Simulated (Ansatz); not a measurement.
# Gaps of armchair SiC nanoribbons against width

Does the gap fall smoothly with the number N of dimer lines, or in families?

**Method.** Ansatz 0.2.0, plane waves with PAW datasets, Fermi-Dirac smearing of 0.05 eV, hydrogen on the edges, 7 Å of vacuum, atoms and period relaxed under PBE; other functionals at the PBE geometry.

What came out:

| N | family | period (Å) | gap PBE (eV) | r2SCAN |
| --- | --- | --- | --- | --- |
| 3 | 3p | 5.44 | 2.40 | 2.66 |
| 4 | 3p+1 | 5.41 | 2.48 | 2.74 |
| 5 | 3p+2 | 5.40 | 2.19 | - |
| 6 | 3p | 5.39 | 2.38 | - |
| 7 | 3p+1 | 5.39 | 2.36 | - |
| 8 | 3p+2 | 5.38 | 2.29 | - |
| 9 | 3p | 5.38 | 2.38 | - |
| 10 | 3p+1 | 5.38 | 2.37 | - |

**Reading.** The PBE gap runs from 2.19 eV (N = 5) to 2.48 eV (N = 4). In the family 3p it goes from 2.40 eV at N = 3 to 2.38 eV at N = 9. In the family 3p+1 it goes from 2.48 eV at N = 4 to 2.37 eV at N = 10. In the family 3p+2 it goes from 2.19 eV at N = 5 to 2.29 eV at N = 8. The two unlike sites open a gap in the parent sheet, so no family closes; the order 3p+1 > 3p > 3p+2 of graphene ribbons shows in 1 of 2 complete triples.

**Limits.** These are Kohn-Sham gaps of free ribbons; quasiparticle gaps are larger as a rule. No spin and no spin-orbit coupling. Runs on some systems are kept out of this data set and are not in the table, so it may lack members of the series.
